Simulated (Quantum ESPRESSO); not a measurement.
# puckered PAs, 1 layer: a series in strain along the second axis, part 2 of 7

Aim: how the results for puckered PAs, 1 layer change with strain along the second axis.

Quantum ESPRESSO 7.5; plane-wave DFT, PBE, GBRV ultrasoft pseudopotentials.

So far. Step 2 (Variable-cell relaxation of the reference):  The last row is no step: it is a fresh SCF in the final cell with a new plane-wave basis, -0 meV from the row before.

### Step 3. Relaxing the ions, -4 %

Contents of m0.relax.in:

```
&control
  prefix = 'm0.relax'
  outdir = './out'
  pseudo_dir = './pseudo'
  nstep = 40
  forc_conv_thr = 0.0003
  calculation = 'relax'
  tstress = .true.
/
&system
  ibrav = 0
  nat = 4
  ntyp = 2
  ecutwfc = 50
  ecutrho = 250
  occupations = 'smearing'
  smearing = 'fd'
  degauss = 0.002
/
&electrons
  conv_thr = 1e-09
  mixing_beta = 0.4
  electron_maxstep = 120
  mixing_mode = 'plain'
/
&ions
/
ATOMIC_SPECIES
  P   30.9738  p_pbe_v1.5.uspp.F.UPF
  As  74.9216  as_pbe_v1.uspp.F.UPF
CELL_PARAMETERS angstrom
  4.69735889000000 0.00000000000000 0.00000000000000
  0.00000000000000 3.36643736160000 0.00000000000000
  0.00000000000000 0.00000000000000 17.36000000000000
ATOMIC_POSITIONS crystal
  P   0.079070297200 0.000000000000 0.437176016200
  As  0.420929702800 0.500000000000 0.432175094300
  As  0.920929702800 0.000000000000 0.567824905700
  P   0.579070297200 0.500000000000 0.562823983800
K_POINTS automatic
  8 8 1 0 0 0
```

The run is started by

```bash
OMP_NUM_THREADS=1 mpirun -n 4 pw.x -nk 4 -in m0.relax.in > m0.relax.out
```

Log:

```text
[banner, memory and clock lines left out]
Program PWSCF v.7.5 starts
[citation notice left out]

[...]
Message from routine setup:
[...]
bravais-lattice index     =            0
     lattice parameter (alat)  =       8.8767  a.u.
     unit-cell volume          =    1852.5528 (a.u.)^3
     number of atoms/cell      =            4
     number of atomic types    =            2
     number of electrons       =        20.00
     number of Kohn-Sham states=           14
     kinetic-energy cutoff     =      50.0000  Ry
     charge density cutoff     =     250.0000  Ry
     scf convergence threshold =      1.0E-09
     mixing beta               =       0.4000
     number of iterations used =            8  plain     mixing
     energy convergence thresh.=      1.0E-04
     force convergence thresh. =      3.0E-04
     Exchange-correlation= SLA  PW   PBE  PBE
                           (   1   4   3   4   0   0   0)
     nstep                     =           40

[...]
PseudoPot. # 1 for P  read from file:
     ./pseudo/p_pbe_v1.5.uspp.F.UPF
     Pseudo is Ultrasoft + core correction, Zval =  5.0
     Generated by new atomic code, or converted to UPF format
     Using radial grid of  903 points,  6 beta functions with:
                l(1) =   0
                l(2) =   0
                l(3) =   1
                l(4) =   1
                l(5) =   2
                l(6) =   2
     Q(r) pseudized with  8 coefficients,  rinner =    1.300   1.300   1.300
                                                       1.300   1.300

     PseudoPot. # 2 for As read from file:
     ./pseudo/as_pbe_v1.uspp.F.UPF
     Pseudo is Ultrasoft + core correction, Zval =  5.0
     Generated by new atomic code, or converted to UPF format
     Using radial grid of  875 points,  6 beta functions with:
                l(1) =   0
                l(2) =   0
                l(3) =   1
                l(4) =   1
                l(5) =   2
                l(6) =   2
     Q(r) pseudized with  8 coefficients,  rinner =    1.300   1.300   1.300
                                                       1.300   1.300

     atomic species   valence    mass     pseudopotential
     P                 5.00    30.97380     P ( 1.00)
     As                5.00    74.92160     As( 1.00)

      4 Sym. Ops. (no inversion) found ( 2 have fractional translation)

[...]
number of k points=    25  Fermi-Dirac smearing, width (Ry)=  0.0020
[...]
Dense  grid:   123581 G-vectors     FFT dimensions: (  48,  36, 180)

     Smooth grid:    88485 G-vectors     FFT dimensions: (  40,  30, 150)

     Initial potential from superposition of free atoms

     starting charge      19.9992, renormalised to      20.0000

     negative rho (up, down):  9.984E-05 0.000E+00
     Starting wfcs are   16 randomized atomic wfcs

     per-process dynamical memory:    96.0 Mb

     Self-consistent Calculation

     iteration #  1     ecut=    50.00 Ry     beta= 0.40
     Davidson diagonalization with overlap
     ethr =  1.00E-02,  avg # of iterations =  2.8

     Threshold (ethr) on eigenvalues was too large:
     Diagonalizing with lowered threshold

     Davidson diagonalization with overlap
     ethr =  3.39E-04,  avg # of iterations =  2.2

     negative rho (up, down):  1.711E-05 0.000E+00

     total energy              =    -111.54616662 Ry
     estimated scf accuracy    <       0.06893941 Ry

     iteration #  2     ecut=    50.00 Ry     beta= 0.40
[...]
negative rho (up, down):  4.566E-05 0.000E+00

[...]
total energy              =    -111.54961020 Ry
     estimated scf accuracy    <       0.01540967 Ry

     iteration #  3     ecut=    50.00 Ry     beta= 0.40
[...]
negative rho (up, down):  8.530E-05 0.000E+00

[...]
total energy              =    -111.55012962 Ry
     estimated scf accuracy    <       0.00277127 Ry

     iteration #  4     ecut=    50.00 Ry     beta= 0.40
[...]
negative rho (up, down):  1.018E-04 0.000E+00

[...]
total energy              =    -111.55049951 Ry
     estimated scf accuracy    <       0.00012001 Ry

     iteration #  5     ecut=    50.00 Ry     beta= 0.40
[...]
negative rho (up, down):  1.142E-04 0.000E+00

[...]
total energy              =    -111.55063271 Ry
     estimated scf accuracy    <       0.00003543 Ry

     iteration #  6     ecut=    50.00 Ry     beta= 0.40
[...]
negative rho (up, down):  1.211E-04 0.000E+00

[...]
total energy              =    -111.55064117 Ry
     estimated scf accuracy    <       0.00000471 Ry

     iteration #  7     ecut=    50.00 Ry     beta= 0.40
[...]
negative rho (up, down):  1.257E-04 0.000E+00

[...]
total energy              =    -111.55064603 Ry
     estimated scf accuracy    <       0.00000031 Ry

     iteration #  8     ecut=    50.00 Ry     beta= 0.40
[...]
negative rho (up, down):  1.283E-04 0.000E+00

[...]
total energy              =    -111.55064652 Ry
     estimated scf accuracy    <       0.00000011 Ry

     iteration #  9     ecut=    50.00 Ry     beta= 0.40
[...]
negative rho (up, down):  1.300E-04 0.000E+00

[...]
total energy              =    -111.55064657 Ry
     estimated scf accuracy    <          9.8E-09 Ry

     iteration # 10     ecut=    50.00 Ry     beta= 0.40
[...]
negative rho (up, down):  1.310E-04 0.000E+00

[...]
total energy              =    -111.55064659 Ry
     estimated scf accuracy    <          1.4E-09 Ry

     iteration # 11     ecut=    50.00 Ry     beta= 0.40
[...]
negative rho (up, down):  1.326E-04 0.000E+00

[...]
End of self-consistent calculation

          k = 0.0000 0.0000 0.0000 ( 11049 PWs)   bands (ev):

   -15.9186 -13.7528 -10.3126  -6.8225  -6.4403  -5.5306  -3.8620  -3.1026
    -2.3411  -1.3283  -0.6584   0.9967   1.8105   2.3668

          k = 0.0000 0.1744 0.0000 ( 11001 PWs)   bands (ev):

   -15.7368 -13.5642 -10.3974  -6.9118  -6.3562  -5.3685  -4.7819  -3.2877
    -2.9988  -1.3976  -0.4866   1.3634   2.4302   2.8693

[...]
the Fermi energy is    -0.9914 ev

!    total energy              =    -111.55064660 Ry
     estimated scf accuracy    <          2.2E-10 Ry
     smearing contrib. (-TS)   =      -0.00000001 Ry
     internal energy E=F+TS    =    -111.55064659 Ry

     The total energy is F=E-TS. E is the sum of the following terms:
     one-electron contribution =    -259.85240101 Ry
     hartree contribution      =     134.07541334 Ry
     xc contribution           =     -74.87253215 Ry
     ewald contribution        =      89.09887323 Ry

     convergence has been achieved in  11 iterations

     negative rho (up, down):  1.326E-04 0.000E+00

     Forces acting on atoms (cartesian axes, Ry/au):

     atom    1 type  1   force =    -0.00794458    0.00000000   -0.00148429
     atom    2 type  2   force =     0.00794458    0.00000000   -0.00279002
     atom    3 type  2   force =     0.00794458   -0.00000000    0.00279002
     atom    4 type  1   force =    -0.00794458    0.00000000    0.00148429

     Total force =     0.016506     Total SCF correction =     0.000017

     Computing stress (Cartesian axis) and pressure

     negative rho (up, down):  1.326E-04 0.000E+00
          total   stress  (Ry/bohr**3)                   (kbar)     P=       10.73
   0.00005645   0.00000000   0.00000000            8.30        0.00        0.00
   0.00000000   0.00015291   0.00000000            0.00       22.49        0.00
   0.00000000   0.00000000   0.00000947            0.00        0.00        1.39

     BFGS Geometry Optimization
     Energy error            =      2.7E-04 Ry
     Gradient error          =      7.9E-03 Ry/Bohr

     number of scf cycles    =   1
     number of bfgs steps    =   0

     energy             new  =    -111.5506465982 Ry

     new trust radius        =       0.0084202508 bohr
     new conv_thr            =       0.0000000010 Ry

ATOMIC_POSITIONS (crystal)
P                0.0781753064        0.0000000000        0.4371307711
As               0.4218246936        0.5000000000        0.4320900474
As               0.9218246936       -0.0000000000        0.5679099526
P                0.5781753064        0.5000000000        0.5628692289

[...]
NEW-OLD atomic charge density approx. for the potential

     negative rho (up, down):  1.323E-04 0.000E+00

     per-process dynamical memory:   104.2 Mb

[...]
!    total energy              =    -111.55086369 Ry
[...]
Total force =     0.009879     Total SCF correction =     0.000033
[...]
number of bfgs steps    =   1
[...]
energy             new  =    -111.5508636936 Ry
[...]
new trust radius        =       0.0092622758 bohr
[...]
!    total energy              =    -111.55097918 Ry
[...]
Total force =     0.003323     Total SCF correction =     0.000006
[...]
number of bfgs steps    =   2
[...]
energy             new  =    -111.5509791811 Ry
[...]
new trust radius        =       0.0045949264 bohr
[...]
!    total energy              =    -111.55099448 Ry
[...]
Total force =     0.001355     Total SCF correction =     0.000003
[...]
number of bfgs steps    =   3
[...]
energy             new  =    -111.5509944830 Ry
[...]
new trust radius        =       0.0011779365 bohr
[...]
!    total energy              =    -111.55099626 Ry
[...]
Total force =     0.000974     Total SCF correction =     0.000002
[...]
number of bfgs steps    =   4
[...]
energy             new  =    -111.5509962583 Ry
[...]
new trust radius        =       0.0012957302 bohr
[...]
Self-consistent Calculation

     iteration #  1     ecut=    50.00 Ry     beta= 0.40
     Davidson diagonalization with overlap
     ethr =  1.00E-06,  avg # of iterations =  2.0

     Threshold (ethr) on eigenvalues was too large:
     Diagonalizing with lowered threshold

     Davidson diagonalization with overlap
     ethr =  4.63E-10,  avg # of iterations =  7.1

     negative rho (up, down):  1.323E-04 0.000E+00

     total energy              =    -111.55099755 Ry
     estimated scf accuracy    <       0.00000005 Ry

[...]
iteration #  6     ecut=    50.00 Ry     beta= 0.40
[...]
negative rho (up, down):  1.322E-04 0.000E+00

[...]
End of self-consistent calculation

          k = 0.0000 0.0000 0.0000 ( 11049 PWs)   bands (ev):

   -15.8365 -13.6618 -10.3024  -6.8417  -6.4067  -5.5352  -3.7528  -3.1326
    -2.2206  -1.3595  -0.6525   1.1036   1.8941   2.3575

          k = 0.0000 0.1744 0.0000 ( 11001 PWs)   bands (ev):

   -15.6554 -13.4739 -10.3838  -6.9360  -6.3073  -5.3725  -4.6731  -3.1758
    -3.0215  -1.4256  -0.4804   1.3528   2.5236   2.8915

[...]
the Fermi energy is    -1.0037 ev

!    total energy              =    -111.55099756 Ry
     estimated scf accuracy    <          3.4E-12 Ry
     smearing contrib. (-TS)   =      -0.00000000 Ry
     internal energy E=F+TS    =    -111.55099755 Ry

     The total energy is F=E-TS. E is the sum of the following terms:
     one-electron contribution =    -259.09689639 Ry
     hartree contribution      =     133.71467911 Ry
     xc contribution           =     -74.84919183 Ry
     ewald contribution        =      88.68041156 Ry

     convergence has been achieved in   6 iterations

     negative rho (up, down):  1.322E-04 0.000E+00

     Forces acting on atoms (cartesian axes, Ry/au):

     atom    1 type  1   force =     0.00015136    0.00000000    0.00008808
     atom    2 type  2   force =    -0.00015136    0.00000000   -0.00028576
     atom    3 type  2   force =    -0.00015136   -0.00000000    0.00028576
     atom    4 type  1   force =     0.00015136    0.00000000   -0.00008808

     Total force =     0.000520     Total SCF correction =     0.000002

     Computing stress (Cartesian axis) and pressure

     negative rho (up, down):  1.322E-04 0.000E+00
          total   stress  (Ry/bohr**3)                   (kbar)     P=        8.42
   0.00002909   0.00000000   0.00000000            4.28        0.00        0.00
   0.00000000   0.00014273   0.00000000            0.00       21.00        0.00
   0.00000000   0.00000000  -0.00000002            0.00        0.00       -0.00

     Energy error            =      1.3E-06 Ry
     Gradient error          =      2.9E-04 Ry/Bohr

     bfgs converged in   6 scf cycles and   5 bfgs steps
     (criteria: energy <  1.0E-04 Ry, force <  3.0E-04 Ry/Bohr)

     End of BFGS Geometry Optimization

     Final energy             =    -111.5509975550 Ry

     File ./out/m0.relax.bfgs deleted, as requested
Begin final coordinates

ATOMIC_POSITIONS (crystal)
P                0.0768599331        0.0000000000        0.4369726398
As               0.4231400669        0.5000000000        0.4317988380
As               0.9231400669       -0.0000000000        0.5682011620
P                0.5768599331        0.5000000000        0.5630273602
End final coordinates

[...]
```

Wall time 90 s (4 MPI ranks of AMD EPYC 9R14 (Zen 4), shared host); peak memory 0.88 GiB; 6 min of CPU time.

Step by step:

| step | energy less that of the first step (eV) | largest force (eV/Å) |
| --- | --- | --- |
| 1 | 0.0000 | 0.2165 |
| 2 | -0.0030 | 0.1314 |
| 3 | -0.0045 | 0.0477 |
| 4 | -0.0047 | 0.0217 |
| 5 | -0.0048 | 0.0158 |
| 6 | -0.0048 | 0.0083 |

The atoms that moved most (Å):

| atom | dx | dy | dz | length |
| --- | --- | --- | --- | --- |
| As3 | 0.010 | 0.000 | 0.007 | 0.012 |
| As2 | 0.010 | 0.000 | -0.007 | 0.012 |
| P1 | -0.010 | 0.000 | -0.004 | 0.011 |
| P4 | -0.010 | 0.000 | 0.004 | 0.011 |

The relaxed structure:

```xyz
4
Lattice="4.6974 0.0000 0.0000 0.0000 3.3664 0.0000 0.0000 0.0000 17.3600" Properties=species:S:1:pos:R:3
P     0.3610    0.0000    7.5858
As    1.9876    1.6832    7.4960
As    4.3363    0.0000    9.8640
P     2.7097    1.6832    9.7742
```

The relaxation lowers the energy by 1 meV an atom.

Numbers from this step:

| Property | Result |
| --- | --- |
| free energy | -1517.7286 eV |
| Fermi energy | -1.004 eV |

[end of part 2 of 7]

[Logs are printed without paths, hosts, clocks, repeated set-up lines and the standing remarks that a program may print on its own settings, such as how far it seeks lower states.]

[Hosts, paths, dates, database ids (printed as entryN), source tags and the programs' standing remarks are cut or masked in the printed files.]

[Maps of the electrostatic potential energy from Ansatz leave out the sawtooth potential of an applied field or a dipole correction, so their vacuum need not be flat; planar profiles and work functions include it.]
